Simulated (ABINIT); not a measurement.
An input for ABINIT 10.8.3 (MgH2 (P4_2/mnm)):

```
acell 3*1.0 Angstrom
rprim 
  4.516800000000 0.000000000000 0.000000000000
  0.000000000000 4.516800000000 0.000000000000
  0.000000000000 0.000000000000 3.020500000000
ntypat 2
znucl 12 1
natom 6
typat 1 1 2 2 2 2
xred 
  0.000000000000 0.000000000000 0.000000000000
  0.500000000000 0.500000000000 0.500000000000
  0.306000000000 0.306000000000 0.000000000000
  0.194000000000 0.806000000000 0.500000000000
  0.694000000000 0.694000000000 0.000000000000
  0.806000000000 0.194000000000 0.500000000000
pp_dirpath "pseudos"
pseudos "Mg.upf, H.upf"
ecut 38
ngkpt 4 4 4
nshiftk 1
shiftk 0 0 0
kptopt 1
chksymbreak 0
istwfk *1
occopt 1
irdwfk 1
optdriver 4
nband 83
gwcalctyp 28
ecutsigx 38
symsigma 0
nkptgw 18
kptgw 
  0.0000000000 0.0000000000 0.0000000000
  0.2500000000 0.0000000000 0.0000000000
  0.5000000000 0.0000000000 0.0000000000
  0.2500000000 0.2500000000 0.0000000000
  0.5000000000 0.2500000000 0.0000000000
  0.5000000000 0.5000000000 0.0000000000
  0.0000000000 0.0000000000 0.2500000000
  0.2500000000 0.0000000000 0.2500000000
  0.5000000000 0.0000000000 0.2500000000
  0.2500000000 0.2500000000 0.2500000000
  0.5000000000 0.2500000000 0.2500000000
  0.5000000000 0.5000000000 0.2500000000
  0.0000000000 0.0000000000 0.5000000000
  0.2500000000 0.0000000000 0.5000000000
  0.5000000000 0.0000000000 0.5000000000
  0.2500000000 0.2500000000 0.5000000000
  0.5000000000 0.2500000000 0.5000000000
  0.5000000000 0.5000000000 0.5000000000
bdgw 
  9 18
  9 18
  9 18
  9 18
  9 18
  9 18
  9 18
  9 18
  9 18
  9 18
  9 18
  9 18
  9 18
  9 18
  9 18
  9 18
  9 18
  9 18
ecuteps 4
irdscr 1
ppmodel 1
irdqps 1
indata_prefix "in"
outdata_prefix "out"
tmpdata_prefix "tmp"
```

```sh
OMP_NUM_THREADS=1 mpirun -n 8 abinit run.abi > log
```

Estimate wall time and host memory on 8 MPI ranks of Arm Neoverse V2, shared host.

It took 82 s; on shared hardware allow 41 s to 2.7 min. Peak host memory was 3.0 GiB.

[Paths, hosts, dates, memory and timing lines, banners, echoed tables and standing remarks are left out of the program output.]

[Logs are printed without paths, hosts, clocks, repeated set-up lines and the standing remarks that a program may print on its own settings, such as how far it seeks lower states.]

[Runs of the session that timed out or met a known fault of the program may be left out.]

[Hosts, paths, dates, database ids (printed as entryN), source tags and the programs' standing remarks are cut or masked in the printed files.]

[G0W0 gaps are taken among the corrected bands and points alone; a level outside them can change the order at an edge.]

[Where Ansatz stands beside ABINIT at settings called matched, ABINIT's density can come from a denser mesh and the files from another edition; pairs whose starting gaps differed by over 0.03 eV were left out, so agreement reads better than it is.]
